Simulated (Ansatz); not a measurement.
# PtC (model cell, started as rocksalt type): a soft mode frozen in, part 2 of 3

Wanted: the energy along a soft mode of PtC (model cell, started as rocksalt type) and the structure at the end.

Ansatz 0.2.0; DFT PBEsol, scalar-relativistic, plane waves, PAW.

So far, highest frequency on the path or at a solved wavevector (cm⁻¹): step 2 (response at finite wavevector) 498. Also lowest frequency on the path (cm⁻¹): step 2 -544.

The structure was built from a prototype and need not be the compound's stable phase.

## (6) Relaxing from the distorted cell

Starting from the lowest point found, all atoms and the cell are let go, so that strain and other modes of the same symmetry can join in.

Input file input.yaml:

```yaml
crystal:
  lattice:
    - [0.0, 2.2083183167, 2.2083183167]
    - [2.2083183167, 0.0, 2.2083183167]
    - [2.2083183167, 2.2083183167, 0.0]
  atoms:
    - { symbol: Pt, position: [0.0043371408, 0.0, 0.0] }
    - { symbol: C, position: [0.4295556756, 0.5, 0.5] }
kpoints:
  mp_grid: { grid: [16, 16, 16] }
hamiltonian:
  xc: pbesol
scf:
  occupations: { method: methfessel_paxton, width: 0.2 }
output:
  forces: true
  stress: true
  eigenvalues: true
relax:
  adjacent_minimum: "off"
  f_tol: 0.002
  max_steps: 120
  cell: { stress_tol: 0.03 }
```

The run is started by

```console
ansatz run input.yaml --threads 4 --pin off --max-ram 7168MiB --backend cpu --events-out ev --progress --plain --runs-dir out
```

Numbers of over 12 decimals in the logs are rounded to 6 here.

Output:

```text
[...]
Crystal: 2 atoms, lattice volume = 21.538 Å³
Basis set: ecut = 420 eV, 411 PW (Γ), exchange–correlation on 48×48×48 points (8 copies of the dense FFT grid, shifted against one another)
Bands: 15, of which v1, the nominal top of the filled ones, is band 11 counted from 1 (10 counted from 0)
Symmetry: 4 space group operations
[...]
k-points: 621 of 4096 (time reversal used)
[...]
SCF iter   1: F=—  HF=-12627.890842 eV  |F-HF|=—  |Δ(HF+E_count)|=         —  Δρ=1.00e-2  dr2=1.97e-2  ethr=1.77e-3  ⟨swp⟩=4.1  Hψ=41245  notcnv=0
[...]
SCF iter   6: F=-12627.887005 eV  HF=-12627.887005 eV  |F-HF|=5.40e-10  |Δ(HF+E_count)|=   2.09e-8  S|Δr|=    0.00e0  Δρ=4.24e-6  dr2=1.84e-9  ethr=4.55e-10  ⟨swp⟩=4.5  Hψ=33439  notcnv=0
SCF 1 converged in 6 iterations: F = -12627.887005 eV  dr2 = 1.84e-9
[...]
relax step   1: F+E_penalty+E_count = -12627.88700543 eV  Δ(F+E_penalty+E_count) = +0.000e0 eV  max|allowed force component| = 3.706e-1 eV/Å  Δτ_max = 0.0000 Å  P = +4.456 GPa  Ω = 21.538 Å³  (6 SCF iters, dr2 threshold 1.00e-7 eV, accepted)
Crystal: 2 atoms, lattice volume = 22.170 Å³
Basis set: ecut = 420 eV, 427 PW (Γ), exchange–correlation on 48×48×48 points (8 copies of the dense FFT grid, shifted against one another)
[...]
SCF iter   5: F=-12627.971721 eV  HF=-12627.971721 eV  |F-HF|=4.81e-9  |Δ(HF+E_count)|=   6.72e-8  S|Δr|=    0.00e0  Δρ=1.67e-5  dr2=1.75e-8  ethr=9.09e-10  ⟨swp⟩=5.0  Hψ=41694  notcnv=0
SCF 2 converged in 5 iterations: F = -12627.971721 eV  dr2 = 1.75e-8
relax step   2: F+E_penalty+E_count = -12627.97172070 eV  Δ(F+E_penalty+E_count) = -8.472e-2 eV  max|allowed force component| = 3.968e-1 eV/Å  Δτ_max = 0.0201 Å  P = -1.978 GPa  Ω = 22.170 Å³  energy of the carried Pulay correction = -1.122e-3 eV  (5 SCF iters, dr2 threshold 2.00e-7 eV, accepted)
Crystal: 2 atoms, lattice volume = 22.233 Å³
Basis set: ecut = 420 eV, 431 PW (Γ), exchange–correlation on 48×48×48 points (8 copies of the dense FFT grid, shifted against one another)
[...]
SCF iter   5: F=-12628.091894 eV  HF=-12628.091894 eV  |F-HF|=2.23e-8  |Δ(HF+E_count)|=   2.09e-8  S|Δr|=    0.00e0  Δρ=1.95e-5  dr2=4.40e-8  ethr=9.09e-10  ⟨swp⟩=5.0  Hψ=41686  notcnv=0
SCF 3 converged in 5 iterations: F = -12628.091894 eV  dr2 = 4.40e-8
relax step   3: F+E_penalty+E_count = -12628.09189354 eV  Δ(F+E_penalty+E_count) = -1.202e-1 eV  max|allowed force component| = 2.229e-1 eV/Å  Δτ_max = 0.0372 Å  P = +3.569 GPa  Ω = 22.233 Å³  energy of the carried Pulay correction = -1.230e-3 eV  (5 SCF iters, dr2 threshold 2.00e-7 eV, accepted)
[... from here on, the SCF cycles and remarks between the steps are left out ...]
relax step   4: F+E_penalty+E_count = -12628.19552803 eV  Δ(F+E_penalty+E_count) = -1.036e-1 eV  max|allowed force component| = 6.804e-2 eV/Å  Δτ_max = 0.0384 Å  P = +9.941 GPa  Ω = 22.337 Å³  energy of the carried Pulay correction = -1.411e-3 eV  (6 SCF iters, dr2 threshold 2.00e-7 eV, accepted)
relax step   5: F+E_penalty+E_count = -12628.27914402 eV  Δ(F+E_penalty+E_count) = -8.362e-2 eV  max|allowed force component| = 1.702e-1 eV/Å  Δτ_max = 0.0200 Å  P = +6.635 GPa  Ω = 22.905 Å³  energy of the carried Pulay correction = -2.385e-3 eV  (6 SCF iters, dr2 threshold 2.00e-7 eV, accepted)
relax step   6: F+E_penalty+E_count = -12628.34105593 eV  Δ(F+E_penalty+E_count) = -6.191e-2 eV  max|allowed force component| = 2.609e-1 eV/Å  Δτ_max = 0.0387 Å  P = +1.664 GPa  Ω = 23.706 Å³  energy of the carried Pulay correction = -3.717e-3 eV  (6 SCF iters, dr2 threshold 2.00e-7 eV, accepted)
relax step   7: F+E_penalty+E_count = -12628.40244804 eV  Δ(F+E_penalty+E_count) = -6.139e-2 eV  max|allowed force component| = 3.220e-5 eV/Å  Δτ_max = 0.0523 Å  P = +2.485 GPa  Ω = 24.047 Å³  energy of the carried Pulay correction = -4.270e-3 eV  (6 SCF iters, dr2 threshold 2.00e-7 eV, accepted)
relax step   8: F+E_penalty+E_count = -12628.39882239 eV  Δ(F+E_penalty+E_count) = +3.626e-3 eV  max|allowed force component| = 4.115e-1 eV/Å  Δτ_max = 0.0712 Å  P = -5.242 GPa  Ω = 24.764 Å³  energy of the carried Pulay correction = -5.405e-3 eV  (6 SCF iters, dr2 threshold 2.00e-7 eV, rejected (line search))
relax step   9: F+E_penalty+E_count = -12628.42515702 eV  Δ(F+E_penalty+E_count) = -2.271e-2 eV  max|allowed force component| = 4.859e-2 eV/Å  Δτ_max = 0.0237 Å  P = +0.730 GPa  Ω = 24.265 Å³  energy of the carried Pulay correction = -4.618e-3 eV  (9 SCF iters, accepted)
relax step  10: F+E_penalty+E_count = -12628.43115003 eV  Δ(F+E_penalty+E_count) = -5.993e-3 eV  max|allowed force component| = 2.390e-2 eV/Å  Δτ_max = 0.0208 Å  P = -0.282 GPa  Ω = 24.362 Å³  energy of the carried Pulay correction = -4.772e-3 eV  (5 SCF iters, dr2 threshold 2.00e-7 eV, accepted)
relax step  11: F+E_penalty+E_count = -12628.43130292 eV  Δ(F+E_penalty+E_count) = -1.529e-4 eV  max|allowed force component| = 4.532e-3 eV/Å  Δτ_max = 0.0023 Å  P = +0.012 GPa  Ω = 24.335 Å³  energy of the carried Pulay correction = -4.730e-3 eV  (4 SCF iters, dr2 threshold 2.00e-7 eV, accepted)
relax step  12: F+E_penalty+E_count = -12628.43130783 eV  Δ(F+E_penalty+E_count) = -4.911e-6 eV  max|allowed force component| = 1.162e-3 eV/Å  Δτ_max = 0.0003 Å  P = -0.017 GPa  Ω = 24.338 Å³  energy of the carried Pulay correction = -4.735e-3 eV  (3 SCF iters, dr2 threshold 3.38e-8 eV, accepted)
relax step  13: F+E_penalty+E_count = -12628.43130974 eV  Δ(F+E_penalty+E_count) = -1.915e-6 eV  max|allowed force component| = 7.419e-5 eV/Å  Δτ_max = 0.0000 Å  P = -0.005 GPa  Ω = 24.337 Å³  energy of the carried Pulay correction = -4.733e-3 eV  (3 SCF iters, dr2 threshold 2.56e-9 eV, accepted)
relax step  14: F+E_penalty+E_count = -12628.57143800 eV  Δ(F+E_penalty+E_count) = -1.401e-1 eV  max|allowed force component| = 2.973e-3 eV/Å  Δτ_max = 0.0000 Å  P = +6.687 GPa  Ω = 24.337 Å³  stress off target by 1.59e1 GPa  SCF on the basis re-selected at this cell (its energy is not comparable with the rows above)  (8 SCF iters)
relax step  15: F+E_penalty+E_count = -12628.63545580 eV  Δ(F+E_penalty+E_count) = -6.402e-2 eV  max|allowed force component| = 2.109e-2 eV/Å  Δτ_max = 0.0142 Å  P = +5.293 GPa  Ω = 24.617 Å³  energy of the carried Pulay correction = -4.225e-4 eV  (5 SCF iters, dr2 threshold 2.00e-7 eV, accepted)
relax step  16: F+E_penalty+E_count = -12628.69129396 eV  Δ(F+E_penalty+E_count) = -5.584e-2 eV  max|allowed force component| = 1.649e-2 eV/Å  Δτ_max = 0.0081 Å  P = +1.106 GPa  Ω = 25.137 Å³  energy of the carried Pulay correction = -1.210e-3 eV  (5 SCF iters, dr2 threshold 2.00e-7 eV, accepted)
relax step  17: F+E_penalty+E_count = -12628.72274757 eV  Δ(F+E_penalty+E_count) = -3.145e-2 eV  max|allowed force component| = 9.453e-3 eV/Å  Δτ_max = 0.0018 Å  P = +0.394 GPa  Ω = 25.288 Å³  energy of the carried Pulay correction = -1.402e-3 eV  (5 SCF iters, dr2 threshold 2.00e-7 eV, accepted)
relax step  18: F+E_penalty+E_count = -12628.73358596 eV  Δ(F+E_penalty+E_count) = -1.084e-2 eV  max|allowed force component| = 1.291e-3 eV/Å  Δτ_max = 0.0005 Å  P = -0.233 GPa  Ω = 25.364 Å³  energy of the carried Pulay correction = -1.483e-3 eV  (5 SCF iters, dr2 threshold 2.00e-7 eV, accepted)
relax step  19: F+E_penalty+E_count = -12628.73431436 eV  Δ(F+E_penalty+E_count) = -7.284e-4 eV  max|allowed force component| = 2.859e-4 eV/Å  Δτ_max = 0.0001 Å  P = +0.045 GPa  Ω = 25.332 Å³  energy of the carried Pulay correction = -1.420e-3 eV  (4 SCF iters, dr2 threshold 2.00e-7 eV, accepted)
relax step  20: F+E_penalty+E_count = -12628.73431148 eV  Δ(F+E_penalty+E_count) = +2.876e-6 eV  max|allowed force component| = 3.932e-5 eV/Å  Δτ_max = 0.0000 Å  P = -0.007 GPa  Ω = 25.337 Å³  energy of the carried Pulay correction = -1.430e-3 eV  (4 SCF iters, dr2 threshold 1.86e-8 eV, accepted)
relax step  21: F+E_penalty+E_count = -12628.75012644 eV  Δ(F+E_penalty+E_count) = -1.581e-2 eV  max|allowed force component| = 1.459e-4 eV/Å  Δτ_max = 0.0000 Å  P = +0.808 GPa  Ω = 25.337 Å³  stress off target by 2.26e0 GPa  SCF on the basis re-selected at this cell (its energy is not comparable with the rows above)  (7 SCF iters)
relax step  22: F+E_penalty+E_count = -12628.75454494 eV  Δ(F+E_penalty+E_count) = -4.418e-3 eV  max|allowed force component| = 6.617e-4 eV/Å  Δτ_max = 0.0005 Å  P = -0.027 GPa  Ω = 25.437 Å³  energy of the carried Pulay correction = -1.538e-4 eV  (4 SCF iters, dr2 threshold 2.00e-7 eV, accepted)
relax step  23: F+E_penalty+E_count = -12628.75497297 eV  Δ(F+E_penalty+E_count) = -4.280e-4 eV  max|allowed force component| = 1.972e-4 eV/Å  Δτ_max = 0.0000 Å  P = +0.024 GPa  Ω = 25.433 Å³  energy of the carried Pulay correction = -1.455e-4 eV  (3 SCF iters, dr2 threshold 2.00e-7 eV, accepted)
relax step  24: F+E_penalty+E_count = -12628.75497736 eV  Δ(F+E_penalty+E_count) = -4.389e-6 eV  max|allowed force component| = 1.432e-4 eV/Å  Δτ_max = 0.0001 Å  P = +0.000 GPa  Ω = 25.435 Å³  energy of the carried Pulay correction = -1.494e-4 eV  (3 SCF iters, dr2 threshold 1.75e-8 eV, accepted)
relax step  25: F+E_penalty+E_count = -12628.75535355 eV  Δ(F+E_penalty+E_count) = -3.762e-4 eV  max|allowed force component| = 1.468e-4 eV/Å  Δτ_max = 0.0000 Å  P = +0.009 GPa  Ω = 25.435 Å³  stress off target by 9.36e-2 GPa  SCF on the basis re-selected at this cell (its energy is not comparable with the rows above)  (5 SCF iters)
relax step  26: F+E_penalty+E_count = -12628.75536980 eV  Δ(F+E_penalty+E_count) = -1.625e-5 eV  max|allowed force component| = 1.974e-3 eV/Å  Δτ_max = 0.0001 Å  P = +0.006 GPa  Ω = 25.435 Å³  energy of the carried Pulay correction = -4.766e-7 eV  (3 SCF iters, dr2 threshold 2.19e-8 eV, accepted)
[...]
SCF iter   4: F=-12628.755377 eV  HF=-12628.755377 eV  |F-HF|=1.82e-12  |Δ(HF+E_count)|=   3.91e-9  S|Δr|=    0.00e0  Δρ=8.72e-8  dr2=1.66e-12  ethr=1.00e-12  ⟨swp⟩=4.0  Hψ=43796  notcnv=0
SCF 27 converged in 4 iterations: F = -12628.755377 eV  dr2 = 1.66e-12
relax step  27: F+E_penalty+E_count = -12628.75537739 eV  Δ(F+E_penalty+E_count) = -7.591e-6 eV  max|allowed force component| = 1.969e-3 eV/Å  Δτ_max = 0.0000 Å  P = +0.006 GPa  Ω = 25.435 Å³  stress off target by 1.14e-2 GPa  SCF on the basis re-selected at this cell (its energy is not comparable with the rows above)  (4 SCF iters)
[...]
SCF converged after 4 iterations
[...]
Free energy (F): -12628.755377 eV
[...]
Internal energy: -12628.756225 eV  (E = F + TS)
E sigma→0 (E₀):  -12628.755589 eV
Entropy (-TS):   0.000848 eV (0.424 meV/atom)
Fermi energy:    16.889388 eV
[...]
--- Forces (eV/Å), atoms counted from 1 ---
  atom   1  Pt     0.00000000    -0.00196903    -0.00196903
  atom   2  C      0.00000000     0.00196879     0.00196879
  max |Σ_I F_I| component: 2.38e-7 eV/Å
--- Stress (GPa, compression-positive) ---
       -0.005032       0.000000       0.000000
        0.000000       0.010814      -0.000564
        0.000000      -0.000564       0.010814
  P = ⅓ Tr σ = 0.0055 GPa (0.055 kbar)
--- Band table (eV; the first three rows and the last of 621) ---
  k-point 0: bands = [... 7 lower, 9.3080, 12.8420, 12.8431, 19.6998, 21.6462, 21.6483, 21.6484, 29.2608]
  k-point 1: bands = [... 7 lower, 9.3663, 12.7684, 12.8725, 19.8736, 21.4936, 21.4947, 21.5873, 28.8032]
  k-point 2: bands = [... 7 lower, 9.5413, 12.5676, 12.9580, 20.3295, 21.0267, 21.0278, 21.3972, 27.9216]
  k-point 620: bands = [... 7 lower, 11.1330, 12.9096, 13.7739, 14.2522, 16.0382, 18.0669, 26.3779, 27.2630]
--- Relaxed structure (23 steps of the walk, 22 accepted, 4 SCFs on fresh bases) ---
  F+E_penalty+E_count = -12628.75537739 eV   max|allowed force component| = 1.969e-3 eV/Å   (the final SCF, on the basis selected at the relaxed cell)
  cell:  # Å, volume = 25.4354 Å³
    - [0, 3.300719, 3.300719]
    - [1.650567, 0.483182, 2.817536]
    - [1.650567, 2.817536, 0.483182]
  atoms:
    - { symbol: Pt, position: [0.091971, 0.0, 0.0] }
    - { symbol: C, position: [0.341922, 0.5, 0.5] }
```

The job ended after 1.9 min (4 threads of Arm Neoverse V2, shared host; peak memory 0.59 GiB; 7.5 min of CPU time).

Relaxation path (22 of 27):

| step | energy less that of the first step (eV) | largest force component (eV/Å) | pressure (GPa) | volume (Å³) |
| --- | --- | --- | --- | --- |
| 1 | 0.0000 | 0.3706 | 4.46 | 21.54 |
| 2 | -0.0847 | 0.3968 | -1.98 | 22.17 |
| 3 | -0.2049 | 0.2229 | 3.57 | 22.23 |
| 5 | -0.3921 | 0.1702 | 6.63 | 22.90 |
| 6 | -0.4541 | 0.2609 | 1.66 | 23.71 |
| 7 | -0.5154 | 0.0000 | 2.49 | 24.05 |
| 8 | -0.5118 | 0.4115 | -5.24 | 24.76 |
| 10 | -0.5441 | 0.0239 | -0.28 | 24.36 |
| 11 | -0.5443 | 0.0045 | 0.01 | 24.34 |
| 12 | -0.5443 | 0.0012 | -0.02 | 24.34 |
| 13 | -0.5443 | 0.0001 | -0.01 | 24.34 |
| 15 | -0.7485 | 0.0211 | 5.29 | 24.62 |
| 16 | -0.8043 | 0.0165 | 1.11 | 25.14 |
| 17 | -0.8357 | 0.0095 | 0.39 | 25.29 |
| 18 | -0.8466 | 0.0013 | -0.23 | 25.36 |
| 20 | -0.8473 | 0.0000 | -0.01 | 25.34 |
| 21* | -0.8631 | 0.0001 | 0.81 | 25.34 |
| 22 | -0.8675 | 0.0007 | -0.03 | 25.44 |
| 23 | -0.8680 | 0.0002 | 0.02 | 25.43 |
| 25* | -0.8683 | 0.0001 | 0.01 | 25.44 |
| 26 | -0.8684 | 0.0020 | 0.01 | 25.44 |
| 27* | -0.8684 | 0.0020 | 0.01 | 25.44 |

Relaxation steps marked * repeat the geometry before them on a plane-wave basis chosen anew for their cell, so energy and pressure can jump there. Other such steps can lie between the rows shown. Relaxation step 8 was tried and not accepted.

The run keeps the 4 symmetry operations that it works with, so distortions that break them were not tested.

```
     cell as run  before  after   change
           a (Å)   3.123  4.668  +49.5 %
           b (Å)   3.123  3.301   +5.7 %
           c (Å)   3.123  3.301   +5.7 %
           β (°)   60.00  45.00  -25.0 %
           γ (°)   60.00  45.00  -25.0 %
volume (Å³/atom)   10.77  12.72  +18.1 %
```

The atoms that moved most (Å, as changes of fractional coordinates times the final cell):

```
atom     dx      dy      dz  length
 Pt1  0.000   0.289   0.289   0.409
  C2  0.000  -0.289  -0.289   0.409
```

Final coordinates:

```cif
data_structure
_symmetry_space_group_name_H-M 'P 1'
_symmetry_Int_Tables_number 1
_cell_length_a 4.6679
_cell_length_b 3.3010
_cell_length_c 3.3010
_cell_angle_alpha 60.006
_cell_angle_beta 45.004
_cell_angle_gamma 45.004
_cell_volume 25.44
loop_
_atom_site_label
_atom_site_type_symbol
_atom_site_fract_x
_atom_site_fract_y
_atom_site_fract_z
_atom_site_occupancy
Pt1 Pt 0.09197 0.00000 0.00000 1
C2 C 0.34192 0.50000 0.50000 1
```

This step gave:

```
pressure        : 0.005532 GPa
volume per atom : 12.72 Å³
```

The distorted start has space group Imm2; the relaxation ends in F-43m.

## (7) The new phase in its own primitive cell

The relaxed structure is symmetrised, reduced to its primitive cell and relaxed tightly, as its phonons need.

input.yaml, the sections that differ from step 6:

```yaml
crystal:
  lattice:
    - [0.0, 2.334189709, 2.334189709]
    - [2.334189709, 0.0, 2.334189709]
    - [2.334189709, 2.334189709, 0.0]
  atoms:
    - { symbol: Pt, position: [0.0, 0.0, 0.0] }
    - { symbol: C, position: [0.25, 0.25, 0.25] }
relax:
  adjacent_minimum: "off"
  f_tol: 0.001
  max_steps: 60
  cell: { stress_tol: 0.01 }
# kpoints, hamiltonian, scf, output: as in step 6
```

Output:

```text
[...]
Crystal: 2 atoms, lattice volume = 25.435 Å³
Basis set: ecut = 420 eV, 531 PW (Γ), exchange–correlation on 48×48×48 points (8 copies of the dense FFT grid, shifted against one another)
Bands: 15, of which v1, the nominal top of the filled ones, is band 11 counted from 1 (10 counted from 0)
Symmetry: 24 space group operations
[...]
k-points: 145 of 4096 (time reversal used)
[...]
k-point 144: bands = [... 7 lower, 11.1323, 12.9102, 13.7744, 14.2532, 16.0383, 18.0664, 26.3778, 27.2635]
--- Relaxed structure (1 steps of the walk, 1 accepted, 1 SCFs on fresh bases) ---
[...]
cell:  # Å, volume = 25.4354 Å³
    - [0.0, 2.334189709, 2.334189709]
    - [2.334189709, 0.0, 2.334189709]
    - [2.334189709, 2.334189709, 0.0]
  atoms:
    - { symbol: Pt, position: [0.0, 0.0, 0.0] }
    - { symbol: C, position: [0.25, 0.25, 0.25] }
[key lines of the parts left out:]
SCF converged after 5 iterations
Free energy (F): -12628.755371 eV
Fermi energy:    16.889388 eV
P = ⅓ Tr σ = 0.0056 GPa (0.056 kbar)
```

Run time: 2.4 s. Hardware: 4 threads; peak memory 0.38 GiB; 8.4 s of CPU time.

(Part 2 of 3 ends here.)

[Logs are printed without paths, hosts, clocks, repeated set-up lines and the standing remarks that a program may print on its own settings, such as how far it seeks lower states.]

[Hosts, paths, dates, database ids (printed as entryN), source tags and the programs' standing remarks are cut or masked in the printed files.]
